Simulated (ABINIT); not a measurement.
Entries from a set of simulations; values are calculated unless marked as measured.

**Au2S (Pn-3m): one start, several treatments of the self-energy**

The structure is cubic, space group Pn-3m (No. 224). The conventional cell has a = 5.274 Å, b = 5.274 Å, c = 5.274 Å, α = 90.00°, β = 90.00°, γ = 90.00°. Nearest to S lie 4 Au at 2.28 Å. Au has 2 S at 2.28 Å nearest. Farther neighbours, and contacts between anions beyond the nearest, are not listed.

```
S Au
1.0
     5.27398    0.00000    0.00000
     0.00000    5.27398    0.00000
     0.00000    0.00000    5.27398
S Au
2 4
Direct
  0.00000 0.00000 0.00000
  0.50000 0.50000 0.50000
  0.25000 0.25000 0.75000
  0.75000 0.25000 0.25000
  0.25000 0.75000 0.25000
  0.75000 0.75000 0.75000
```

| Property | Result |
| --- | --- |
| method | RPA screening on LDA, plane waves, norm-conserving pseudopotentials (and 3 further levels or steps) |
| program | ABINIT 10.8.3 |
| settings | cutoff 28 Ha, PseudoDojo scalar-relativistic 0.4.1 standard, norm-conserving, ngkpt (2, 2, 2), nband 222, ecuteps 5.2 Ha, inclvkb 2, shiftk (0, 0, 0), symchi 1, awtr 1, frequency ppm, 2×2×2 k-mesh |
| cost | 6 runs, 21 min in all on 8 MPI ranks of Arm Neoverse N1, shared host |
| notes | The program’s warnings: nproc spkpt=  >= nkpt= * nsppol=. The cell and positions are those that the Materials Project relaxed with its own functionals (PBE, PBE+U or r2SCAN), kept fixed. Limits: d shell near the gap, gap tends to lie low; no spin-orbit coupling. The 2×2×2 mesh is coarse for this cell, which bears on the long-range parts of exchange and screening. |
| G0W0, Godby-Needs plasmon pole | 2.516 eV |
| G0W0, von der Linden-Horsch plasmon pole | 2.405 eV |
| G0W0, Hybertsen-Louie plasmon pole | 2.428 eV |
| one-shot Hartree-Fock | 8.672 eV |
| known limits | short of the basis limit; d shell near the gap, gap tends to lie low; no spin-orbit coupling; coarse k mesh |

G0W0, von der Linden-Horsch plasmon pole: −0.111 eV against G0W0, Godby-Needs plasmon pole. G0W0, Hybertsen-Louie plasmon pole: −0.088 eV against G0W0, Godby-Needs plasmon pole.

[Long decimals in the printed logs are rounded to 6 places.]

[Logs are printed without paths, hosts, clocks, repeated set-up lines and the standing remarks that a program may print on its own settings, such as how far it seeks lower states.]

[Paths, hosts, dates, memory and timing lines, banners, echoed tables and standing remarks are left out of the program output; an Ansatz launch command may be rebuilt from the run's recorded settings. Measured values are a selection of at most five: reports struck by readers or far from the other reports are left out. None is set beside runs whose start may be inverted or whose files or cutoffs have a known fault.]

[Runs of the session that timed out or met a known fault of the program may be left out.]

[Hosts, paths, dates, database ids (printed as entryN), source tags and the programs' standing remarks are cut or masked in the printed files.]

[G0W0 gaps are taken among the corrected bands and points alone; a level outside them can change the order at an edge.]

[Where Ansatz stands beside ABINIT at settings called matched, ABINIT's density can come from a denser mesh and the files from another edition; pairs whose starting gaps differed by over 0.03 eV were left out, so agreement reads better than it is.]
